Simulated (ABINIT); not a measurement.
# Completion of the band sum in GW: TiNF (Pmmn)

Can a closure trick stand in for empty bands in GW on TiNF (Pmmn)?

Method: PBEsol and many-body steps on it, plane waves, in ABINIT 10.8.3.

## 1. The starting structure

The structure is orthorhombic, space group Pmmn (No. 59). Conventional cell: a = 3.062 Å, b = 3.964 Å, c = 7.871 Å, α = 90.00°, β = 90.00°, γ = 90.00°. Nearest to Ti lie 4 N at 2.01 Å and 2 F at 2.04 Å. Nearest to N lie 4 Ti at 2.01 Å. F has 2 Ti at 2.04 Å nearest. Farther neighbours, and contacts between anions beyond the nearest, are not listed.

The cell and positions are those that the Materials Project relaxed with its own functionals (PBE, PBE+U or r2SCAN), kept fixed.

## 2. Empty states on the mesh, 4×2×1 mesh, 104 bands

This step: ABINIT 10.8.3; DFT, PBEsol, plane waves, norm-conserving pseudopotentials.

The sums over transitions need many empty states on a uniform mesh; this step solves for them.

The input, run.abi:

```
acell 3*1.0 Angstrom
rprim 
  3.062004000000 0.000000000000 0.000000000000
  0.000000000000 3.964387000000 0.000000000000
  0.000000000000 0.000000000000 7.870826000000
ntypat 3
znucl 22 7 9
natom 6
typat 1 1 2 2 3 3
xred 
  0.500000000000 0.000000000000 0.895914000000
  0.000000000000 0.500000000000 0.104086000000
  0.500000000000 0.500000000000 0.939316000000
  0.000000000000 0.000000000000 0.060684000000
  0.000000000000 0.000000000000 0.724624000000
  0.500000000000 0.500000000000 0.275376000000
pp_dirpath "pseudos"
pseudos "Ti.upf, N.upf, F.upf"
ecut 38
ngkpt 4 2 1
nshiftk 1
shiftk 0 0 0
kptopt 1
chksymbreak 0
iscf -2
irdden 1
istwfk *1
nband 104
nbdbuf 8
tolwfr 1e-09
nstep 60
prtvol 0
indata_prefix "in"
outdata_prefix "out"
tmpdata_prefix "tmp"
```

On the command line:

```
OMP_NUM_THREADS=1 mpirun -n 4 abinit run.abi > log
```

The log of the run:

```text
.Version 10.8.3 of ABINIT. v10.8.2 released Aug 2026.

 Symmetries : space group Pm m n (# 59); Bravais oP (primitive ortho.)
[... echo of the input left out ...]
== DATASET  1 ==================================================================
-   mpi_nproc: 4, omp_nthreads: 1 (-1 if OMP is not activated)

--- !DatasetInfo
iteration_state: {dtset: 1, }
dimensions: {natom: 6, nkpt: 6, mband: 104, nsppol: 1, nspinor: 1, nspden: 1, mpw: 7264, }
cutoff_energies: {ecut:  38.0, pawecutdg:  -1.0, }
[...]
1.54235    1.56940    1.57149    1.59532    1.61094    1.63322    1.63357    1.65015
   1.66519    1.67925    1.69385    1.70975    1.73073    1.73162    1.75364    1.76401
 prteigrs : prtvol=0 or 1, do not print more k-points.

== END DATASET(S) ==============================================================
================================================================================

 -outvars: echo values of variables after computation  --------
            nband         104
             nkpt           6
          spgroup          59
 [... the other variables as echoed above ...]

 Calculation completed.
```

Run time: 37 s. Hardware: 4 MPI ranks of Arm Neoverse V2, shared host; peak memory 0.41 GiB.

Read from the output:

```
gap                                                           : 0.6833 eV
k of the valence top                                          : 0, 0, 0
k of the conduction bottom                                    : 0, 0, 0
least direct gap                                              : 0.6833 eV
k points computed                                             : 6
lowest point of the top converged band, above the valence top : 42.13 eV
```

On this mesh the gap is 0.683 eV.

The density comes from a self-consistent run that is not shown.

## 3. Screening, 4×2×1 mesh, 96 bands, screening to 122.5 eV

The RPA dielectric matrix is built and inverted for each q.

This step: RPA screening on PBEsol, plane waves, norm-conserving pseudopotentials.

Edit run.abi of step 2 so:

```diff
@@ -24,10 +24,11 @@
 chksymbreak 0
-iscf -2
-irdden 1
 istwfk *1
-nband 104
-nbdbuf 8
-tolwfr 1e-09
-nstep 60
-prtvol 0
+occopt 1
+irdwfk 1
+optdriver 3
+nband 96
+ecuteps 4.5
+inclvkb 2
+awtr 1
+symchi 1
 indata_prefix "in"
```

The log of the run:

```text
.Version 10.8.3 of ABINIT. v10.8.2 released Aug 2026.

 Symmetries : space group Pm m n (# 59); Bravais oP (primitive ortho.)
[... echo of the input left out ...]
== DATASET  1 ==================================================================
-   mpi_nproc: 4, omp_nthreads: 1 (-1 if OMP is not activated)

--- !DatasetInfo
iteration_state: {dtset: 1, }
dimensions: {natom: 6, nkpt: 6, mband: 96, nsppol: 1, nspinor: 1, nspden: 1, mpw: 7264, }
cutoff_energies: {ecut:  38.0, pawecutdg:  -1.0, }
electrons: {nelect:   4.80000000E+01, charge:   0.00000000E+00, occopt:   1.00000000E+00, tsmear:   1.00000000E-02, }

 SCREENING: Calculation of the susceptibility and dielectric matrices

 Based on a program developped by R.W. Godby, V. Olevano, G. Onida, and L. Reining.
 Incorporated in ABINIT by V. Olevano, G.-M. Rignanese, and M. Torrent.
.Using double precision arithmetic ; gwpc =  8

[... cell and pseudopotentials left out ...]
--------------------------------------------------------------------------------

 ==== K-mesh for the wavefunctions ====
 Number of points in the irreducible wedge :     6
[... list of points left out ...]
 Together with  8 symmetry operations and time-reversal symmetry
 yields     8 points in the full Brillouin Zone.

 ==== Q-mesh for the screening function ====
 Number of points in the irreducible wedge :     6
[... list of points left out ...]
 Together with  8 symmetry operations and time-reversal symmetry
 yields     8 points in the full Brillouin Zone.

 setmesh: FFT mesh size selected  =    24x   30x   60
          total number of points  =        43200

 vcoul_init : cutoff-mode = AUXILIARY_FUNCTION
 q-points for optical limit:   1
     1)      0.000010    0.000020    0.000030

- screening: taking advantage of time-reversal symmetry
- Maximum band index for partially occupied states nbvw = 24
- Remaining bands to be divided among processors   nbcw = 72
- Number of bands treated by each node ~18

 Number of electrons calculated from density =   48.0000; Expected =   48.0000
 average of density, n =  0.074446
 r_s =    1.4747
 omega_plasma =   26.3195 [eV]

 calculating chi0 at frequencies [eV] :
  1    0.000000E+00    0.000000E+00
  2    0.000000E+00    2.631945E+01

--------------------------------------------------------------------------------
  q-point number  1        q = ( 0.000000, 0.000000, 0.000000) [r.l.u.]
--------------------------------------------------------------------------------
[... chi0 elements left out ...]
 For q-point:  0.000010 0.000020 0.000030
  dielectric constant =  11.2528
  dielectric constant without local fields =  12.2981

  Average fulfillment of the sum rule on Im[epsilon] for q-point    1 :     48.69  [%]
[... wings left out ...]
  q-point number  2        q = ( 0.250000, 0.000000, 0.000000) [r.l.u.]
--------------------------------------------------------------------------------
[... chi0 elements left out ...]
  Average fulfillment of the sum rule on Im[epsilon] for q-point    2 :     54.44  [%]

 [... 4 further q-points ...]
```

Elapsed: 23 s, on 4 MPI ranks; peak memory 1.1 GiB.

Read from the output:

| Property | Result |
| --- | --- |
| ε∞ with local fields, on this mesh | 11.25 |
| ε∞ without local fields, on this mesh | 12.30 |
| plasma frequency | 26.32 eV |
| plane waves in the screening matrix | 293 |

Local fields lower ε∞ by 8 %. On a Γ-centred mesh this coarse the value itself is usually too large, while a short band sum pulls it down.

## 4. 96 bands

The self-energy is evaluated for the states that the input lists, and the quasiparticle equation is solved.

This step: G0W0 on PBEsol, plane waves, norm-conserving pseudopotentials.

Edit run.abi of step 3 so:

```diff
@@ -27,8 +27,15 @@
 irdwfk 1
-optdriver 3
+optdriver 4
 nband 96
+gwcalctyp 0
+ecutsigx 38
+symsigma 1
+nkptgw 1
+kptgw 
+  0.0000000000 0.0000000000 0.0000000000
+bdgw 
+  23 26
 ecuteps 4.5
-inclvkb 2
-awtr 1
-symchi 1
+irdscr 1
+ppmodel 1
 indata_prefix "in"
```

The log of the run:

```text
.Version 10.8.3 of ABINIT. v10.8.2 released Aug 2026.

 Symmetries : space group Pm m n (# 59); Bravais oP (primitive ortho.)
[... echo of the input left out ...]
== DATASET  1 ==================================================================
-   mpi_nproc: 4, omp_nthreads: 1 (-1 if OMP is not activated)

--- !DatasetInfo
iteration_state: {dtset: 1, }
dimensions: {natom: 6, nkpt: 6, mband: 96, nsppol: 1, nspinor: 1, nspden: 1, mpw: 7264, }
cutoff_energies: {ecut:  38.0, pawecutdg:  -1.0, }
electrons: {nelect:   4.80000000E+01, charge:   0.00000000E+00, occopt:   1.00000000E+00, tsmear:   1.00000000E-02, }

 SIGMA: Calculation of the GW corrections

 Based on a program developped by R.W. Godby, V. Olevano, G. Onida, and L. Reining.
 Incorporated in ABINIT by V. Olevano, G.-M. Rignanese, and M. Torrent.
.Using double precision arithmetic ; gwpc =  8

[... cell and pseudopotentials left out ...]
--------------------------------------------------------------------------------

 ==== K-mesh for the wavefunctions ====
 Number of points in the irreducible wedge :     6
[... list of points left out ...]
 Together with  8 symmetry operations and time-reversal symmetry
 yields     8 points in the full Brillouin Zone.

 ==== Q-mesh for screening function ====
 Number of points in the irreducible wedge :     6
[... list of points left out ...]
 Together with  8 symmetry operations and time-reversal symmetry
 yields     8 points in the full Brillouin Zone.

 vcoul_init : cutoff-mode = AUXILIARY_FUNCTION
 q-points for optical limit:   1
     1)      0.000010    0.000020    0.000030
 setmesh: FFT mesh size selected  =    40x   48x   90
          total number of points  =       172800

 Number of electrons calculated from density =   48.0000; Expected =   48.0000
 average of density, n =  0.074446
 r_s =    1.4747
 omega_plasma =   26.3195 [eV]

 === KS Band Gaps ===
  >>>> For spin  1
   Minimum direct gap =   0.6833 [eV], located at k-point      :   0.0000  0.0000  0.0000
   Fundamental gap    =   0.6833 [eV], Top of valence bands at :   0.0000  0.0000  0.0000
                                       Bottom of conduction at :   0.0000  0.0000  0.0000
 SIGMA fundamental parameters:
 PLASMON POLE MODEL  1
 number of plane-waves for SigmaX                 7201
 number of plane-waves for SigmaC and W            293
 number of plane-waves for wavefunctions          7201
 number of bands                                    96
 number of independent spin polarizations            1
 number of spinorial components                      1
 number of k-points in IBZ                           6
 number of q-points in IBZ                           6
 number of symmetry operations                       8
 number of k-points in BZ                            8
 number of q-points in BZ                            8
 number of frequencies for dSigma/dE                 9
 frequency step for dSigma/dE [eV]                0.25
 number of omega for Sigma on real axis              0
 max omega for Sigma on real axis  [eV]           0.00
 zcut for avoiding poles [eV]                     0.10

 EPSILON^-1 parameters (SCR file):
 dimension of the eps^-1 matrix on file            293
 dimension of the eps^-1 matrix used               293
 number of plane-waves for wavefunctions          7201
 number of bands                                    96
 number of q-points in IBZ                           6
 number of frequencies                               2
 number of real frequencies                          1
 number of imag frequencies                          1

 matrix elements of self-energy operator (all in [eV])

 Perturbative Calculation

--- !SelfEnergy_ee
iteration_state: {dtset: 1, }
kpoint     : [   0.000,    0.000,    0.000, ]
spin       : 1
KS_gap     :    0.683
QP_gap     :    1.717
Delta_QP_KS:    1.033
data: !SigmaeeData |
     Band     E0 <VxcDFT>   SigX SigC(E0)      Z dSigC/dE  Sig(E)    E-E0       E
       23   1.124 -18.907 -21.918   3.657   0.747  -0.338 -18.424   0.483   1.607
       24   2.376 -18.173 -20.423   3.043   0.748  -0.337 -17.580   0.594   2.969
       25   3.059 -19.644 -12.296  -5.171   0.747  -0.338 -18.017   1.627   4.686
       26   3.820 -20.336 -12.144  -5.872   0.739  -0.352 -18.620   1.715   5.536

== END DATASET(S) ==============================================================
================================================================================

 -outvars: echo values of variables after computation  --------
           etotal      0.0000000000E+00
            nband          96
             nkpt           6
          spgroup          59
 [... the other variables as echoed above ...]

 Calculation completed.
```

Elapsed: 5.5 s, on 4 MPI ranks; peak memory 0.86 GiB.

Read from the output:

* G0W0 gap on the mesh: 1.717 eV
* starting gap on the mesh: 0.6833 eV
* k of the valence top: 0, 0, 0
* k of the conduction bottom: 0, 0, 0
* Z at the valence top: 0.748
* Z at the conduction bottom: 0.747
* least direct G0W0 gap on the computed points: 1.717 eV

The gap on the mesh goes from 0.68 eV to 1.72 eV, a correction of +1.03 eV.

## 5. Screening, 4×2×1 mesh, 32 bands, screening to 122.5 eV

This step: RPA screening on PBEsol, plane waves, norm-conserving pseudopotentials.

Edit run.abi of step 4 so:

```diff
@@ -27,15 +27,8 @@
 irdwfk 1
-optdriver 4
-nband 96
-gwcalctyp 0
-ecutsigx 38
-symsigma 1
-nkptgw 1
-kptgw 
-  0.0000000000 0.0000000000 0.0000000000
-bdgw 
-  23 26
+optdriver 3
+nband 32
 ecuteps 4.5
-irdscr 1
-ppmodel 1
+inclvkb 2
+awtr 1
+symchi 1
 indata_prefix "in"
```

The log of the run:

```text
.Version 10.8.3 of ABINIT. v10.8.2 released Aug 2026.

 Symmetries : space group Pm m n (# 59); Bravais oP (primitive ortho.)
[... echo of the input left out ...]
== DATASET  1 ==================================================================
-   mpi_nproc: 4, omp_nthreads: 1 (-1 if OMP is not activated)

--- !DatasetInfo
iteration_state: {dtset: 1, }
dimensions: {natom: 6, nkpt: 6, mband: 32, nsppol: 1, nspinor: 1, nspden: 1, mpw: 7264, }
cutoff_energies: {ecut:  38.0, pawecutdg:  -1.0, }
electrons: {nelect:   4.80000000E+01, charge:   0.00000000E+00, occopt:   1.00000000E+00, tsmear:   1.00000000E-02, }

 SCREENING: Calculation of the susceptibility and dielectric matrices

 Based on a program developped by R.W. Godby, V. Olevano, G. Onida, and L. Reining.
 Incorporated in ABINIT by V. Olevano, G.-M. Rignanese, and M. Torrent.
.Using double precision arithmetic ; gwpc =  8

[... cell and pseudopotentials left out ...]
--------------------------------------------------------------------------------

 ==== K-mesh for the wavefunctions ====
 Number of points in the irreducible wedge :     6
[... list of points left out ...]
 Together with  8 symmetry operations and time-reversal symmetry
 yields     8 points in the full Brillouin Zone.

 ==== Q-mesh for the screening function ====
 Number of points in the irreducible wedge :     6
[... list of points left out ...]
 Together with  8 symmetry operations and time-reversal symmetry
 yields     8 points in the full Brillouin Zone.

 setmesh: FFT mesh size selected  =    24x   30x   60
          total number of points  =        43200

 vcoul_init : cutoff-mode = AUXILIARY_FUNCTION
 q-points for optical limit:   1
     1)      0.000010    0.000020    0.000030

- screening: taking advantage of time-reversal symmetry
- Maximum band index for partially occupied states nbvw = 24
- Remaining bands to be divided among processors   nbcw = 8
- Number of bands treated by each node ~2

 Number of electrons calculated from density =   48.0000; Expected =   48.0000
 average of density, n =  0.074446
 r_s =    1.4747
 omega_plasma =   26.3195 [eV]

 calculating chi0 at frequencies [eV] :
  1    0.000000E+00    0.000000E+00
  2    0.000000E+00    2.631945E+01

--------------------------------------------------------------------------------
  q-point number  1        q = ( 0.000000, 0.000000, 0.000000) [r.l.u.]
--------------------------------------------------------------------------------
[... chi0 elements left out ...]
 For q-point:  0.000010 0.000020 0.000030
  dielectric constant =  10.4824
  dielectric constant without local fields =  11.3370

  Average fulfillment of the sum rule on Im[epsilon] for q-point    1 :     14.08  [%]
[... wings left out ...]
  q-point number  2        q = ( 0.250000, 0.000000, 0.000000) [r.l.u.]
--------------------------------------------------------------------------------
[... chi0 elements left out ...]
  Average fulfillment of the sum rule on Im[epsilon] for q-point    2 :     18.07  [%]

 [... 4 further q-points ...]
```

Run time: 5.6 s. Hardware: 4 MPI ranks; peak memory 0.7 GiB; 22 s of CPU time.

This step gave:

```
ε∞ with local fields, on this mesh    : 10.48
ε∞ without local fields, on this mesh : 11.34
plasma frequency                      : 26.32 eV
plane waves in the screening matrix   : 293
```

## 6. 32 bands

This step: G0W0 on PBEsol, plane waves, norm-conserving pseudopotentials.

Edit run.abi of step 5 so:

```diff
@@ -27,8 +27,15 @@
 irdwfk 1
-optdriver 3
+optdriver 4
 nband 32
+gwcalctyp 0
+ecutsigx 38
+symsigma 1
+nkptgw 1
+kptgw 
+  0.0000000000 0.0000000000 0.0000000000
+bdgw 
+  23 26
 ecuteps 4.5
-inclvkb 2
-awtr 1
-symchi 1
+irdscr 1
+ppmodel 1
 indata_prefix "in"
```

The log of the run:

```text
.Version 10.8.3 of ABINIT. v10.8.2 released Aug 2026.

 Symmetries : space group Pm m n (# 59); Bravais oP (primitive ortho.)
[... echo of the input left out ...]
== DATASET  1 ==================================================================
-   mpi_nproc: 4, omp_nthreads: 1 (-1 if OMP is not activated)

--- !DatasetInfo
iteration_state: {dtset: 1, }
dimensions: {natom: 6, nkpt: 6, mband: 32, nsppol: 1, nspinor: 1, nspden: 1, mpw: 7264, }
cutoff_energies: {ecut:  38.0, pawecutdg:  -1.0, }
electrons: {nelect:   4.80000000E+01, charge:   0.00000000E+00, occopt:   1.00000000E+00, tsmear:   1.00000000E-02, }

 SIGMA: Calculation of the GW corrections

 Based on a program developped by R.W. Godby, V. Olevano, G. Onida, and L. Reining.
 Incorporated in ABINIT by V. Olevano, G.-M. Rignanese, and M. Torrent.
.Using double precision arithmetic ; gwpc =  8

[... cell and pseudopotentials left out ...]
--------------------------------------------------------------------------------

 ==== K-mesh for the wavefunctions ====
 Number of points in the irreducible wedge :     6
[... list of points left out ...]
 Together with  8 symmetry operations and time-reversal symmetry
 yields     8 points in the full Brillouin Zone.

 ==== Q-mesh for screening function ====
 Number of points in the irreducible wedge :     6
[... list of points left out ...]
 Together with  8 symmetry operations and time-reversal symmetry
 yields     8 points in the full Brillouin Zone.

 vcoul_init : cutoff-mode = AUXILIARY_FUNCTION
 q-points for optical limit:   1
     1)      0.000010    0.000020    0.000030
 setmesh: FFT mesh size selected  =    40x   48x   90
          total number of points  =       172800

 Number of electrons calculated from density =   48.0000; Expected =   48.0000
[...]
number of k-points in IBZ                           6
 number of q-points in IBZ                           6
 number of symmetry operations                       8
 number of k-points in BZ                            8
 number of q-points in BZ                            8
 number of frequencies for dSigma/dE                 9
 frequency step for dSigma/dE [eV]                0.25
 number of omega for Sigma on real axis              0
 max omega for Sigma on real axis  [eV]           0.00
 zcut for avoiding poles [eV]                     0.10

 EPSILON^-1 parameters (SCR file):
 dimension of the eps^-1 matrix on file            293
 dimension of the eps^-1 matrix used               293
 number of plane-waves for wavefunctions          7201
 number of bands                                    32
 number of q-points in IBZ                           6
 number of frequencies                               2
 number of real frequencies                          1
 number of imag frequencies                          1

 matrix elements of self-energy operator (all in [eV])

 Perturbative Calculation

--- !SelfEnergy_ee
iteration_state: {dtset: 1, }
kpoint     : [   0.000,    0.000,    0.000, ]
spin       : 1
KS_gap     :    0.683
QP_gap     :    1.591
Delta_QP_KS:    0.908
data: !SigmaeeData |
     Band     E0 <VxcDFT>   SigX SigC(E0)      Z dSigC/dE  Sig(E)    E-E0       E
       23   1.124 -18.907 -21.918   4.363   0.712  -0.404 -17.943   0.963   2.087
       24   2.376 -18.173 -20.423   3.958   0.717  -0.395 -16.949   1.225   3.600
       25   3.059 -19.644 -12.296  -4.257   0.690  -0.449 -17.511   2.133   5.192
       26   3.820 -20.336 -12.144  -4.791   0.679  -0.472 -18.025   2.311   6.131

== END DATASET(S) ==============================================================
================================================================================

 -outvars: echo values of variables after computation  --------
           etotal      0.0000000000E+00
            nband          32
             nkpt           6
          spgroup          59
 [... the other variables as echoed above ...]

 Calculation completed.
```

Elapsed: 4.1 s, on 4 MPI ranks; peak memory 0.8 GiB; 16 s of CPU time.

This step gave:

```
G0W0 gap on the mesh                         : 1.592 eV
starting gap on the mesh                     : 0.6833 eV
k of the valence top                         : 0, 0, 0
k of the conduction bottom                   : 0, 0, 0
Z at the valence top                         : 0.717
Z at the conduction bottom                   : 0.69
least direct G0W0 gap on the computed points : 1.592 eV
```

Against G0W0 in ABINIT (4×2×1 mesh, 96 bands, screening to 122.5 eV, Godby-Needs plasmon pole), the gap moves by −0.125 eV.

(Part 1 of 2 ends here.)

[Long decimals in the printed logs are rounded to 6 places.]

[Logs are printed without paths, hosts, clocks, repeated set-up lines and the standing remarks that a program may print on its own settings, such as how far it seeks lower states.]

[Paths, hosts, dates, memory and timing lines, banners, echoed tables and standing remarks are left out of the program output; an Ansatz launch command may be rebuilt from the run's recorded settings. Measured values are a selection of at most five: reports struck by readers or far from the other reports are left out. None is set beside runs whose start may be inverted or whose files or cutoffs have a known fault.]

[Runs of the session that timed out or met a known fault of the program may be left out.]

[Hosts, paths, dates, database ids (printed as entryN), source tags and the programs' standing remarks are cut or masked in the printed files.]

[G0W0 gaps are taken among the corrected bands and points alone; a level outside them can change the order at an edge.]

[Where Ansatz stands beside ABINIT at settings called matched, ABINIT's density can come from a denser mesh and the files from another edition; pairs whose starting gaps differed by over 0.03 eV were left out, so agreement reads better than it is.]
